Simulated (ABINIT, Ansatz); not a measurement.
Records of electronic-structure calculations.

A GW chain in ABINIT: CaSnF4 (P4/mmm). The structure is tetragonal, space group P4/mmm (No. 123). Conventional cell: a = 4.005 Å, b = 4.005 Å, c = 5.780 Å, α = 90.00°, β = 90.00°, γ = 90.00°. Ca has 8 F at 2.42 Å nearest. Nearest to Sn lie 8 F at 2.52 Å. Nearest to F lie 2 Ca at 2.42 Å and 2 Sn at 2.52 Å. Farther neighbours, and contacts between anions beyond the nearest, are not listed. The calculation used RPA screening on LDA, plane waves, norm-conserving pseudopotentials (and 2 further levels or steps) in ABINIT 10.8.3, with cutoff 38 Ha, PseudoDojo scalar-relativistic 0.4.1 stringent, norm-conserving, ngkpt (2, 2, 2), nband 75, ecuteps 3.6 Ha, inclvkb 2, shiftk (0, 0, 0), symchi 1, awtr 1, frequency ppm, 2×2×2 k-mesh. The LDA gap is 3.39 eV, indirect, the G0W0 gap on the mesh is 5.66 eV and the GW settings are 2×2×2 mesh, 75 bands, screening to 98 eV, Godby-Needs plasmon pole. The known limits are short of the basis limit; no spin-orbit coupling; coarse k mesh. It took 5 runs, 5.7 min in all on 4 MPI ranks of Intel Xeon Platinum 8488C (Sapphire Rapids), shared host. G0W0 moves the gap on the mesh from 3.39 eV to 5.66 eV (+2.26 eV), with Z of 0.81 and 0.86 at the edges. Local fields lower the RPA ε∞ on this mesh from 3.53 to 3.06; a Γ-centred mesh this coarse tends to raise both, most where the direct gap is narrow, while a short band sum lowers them. The program's warnings: nkpt*nsppol () is not a multiple of nproc spkpt (). The cell and positions are those that the Materials Project relaxed with its own functionals (PBE, PBE+U or r2SCAN), kept fixed. Limits: no spin-orbit coupling. The 2×2×2 mesh is coarse for this cell, which bears on the long-range parts of exchange and screening.

```xyz
6
Lattice="4.0045 0.0000 0.0000 0.0000 4.0045 0.0000 0.0000 0.0000 5.7805" Properties=species:S:1:pos:R:3 pbc="T T T"
Ca    0.0000    0.0000    2.8902
Sn    2.0023    2.0023    0.0000
F     2.0023    0.0000    1.5361
F     2.0023    0.0000    4.2444
F     0.0000    2.0023    4.2444
F     0.0000    2.0023    1.5361
```

[Long decimals in the printed logs are rounded to 6 places.]

[Logs are printed without paths, hosts, clocks, repeated set-up lines and the standing remarks that a program may print on its own settings, such as how far it seeks lower states.]

[Paths, hosts, dates, memory and timing lines, banners, echoed tables and standing remarks are left out of the program output; an Ansatz launch command may be rebuilt from the run's recorded settings. Measured values are a selection of at most five: reports struck by readers or far from the other reports are left out. None is set beside runs whose start may be inverted or whose files or cutoffs have a known fault.]

[Runs of the session that timed out or met a known fault of the program may be left out.]

[Hosts, paths, dates, database ids (printed as entryN), source tags and the programs' standing remarks are cut or masked in the printed files.]

[G0W0 gaps are taken among the corrected bands and points alone; a level outside them can change the order at an edge.]

[Where Ansatz stands beside ABINIT at settings called matched, ABINIT's density can come from a denser mesh and the files from another edition; pairs whose starting gaps differed by over 0.03 eV were left out, so agreement reads better than it is.]
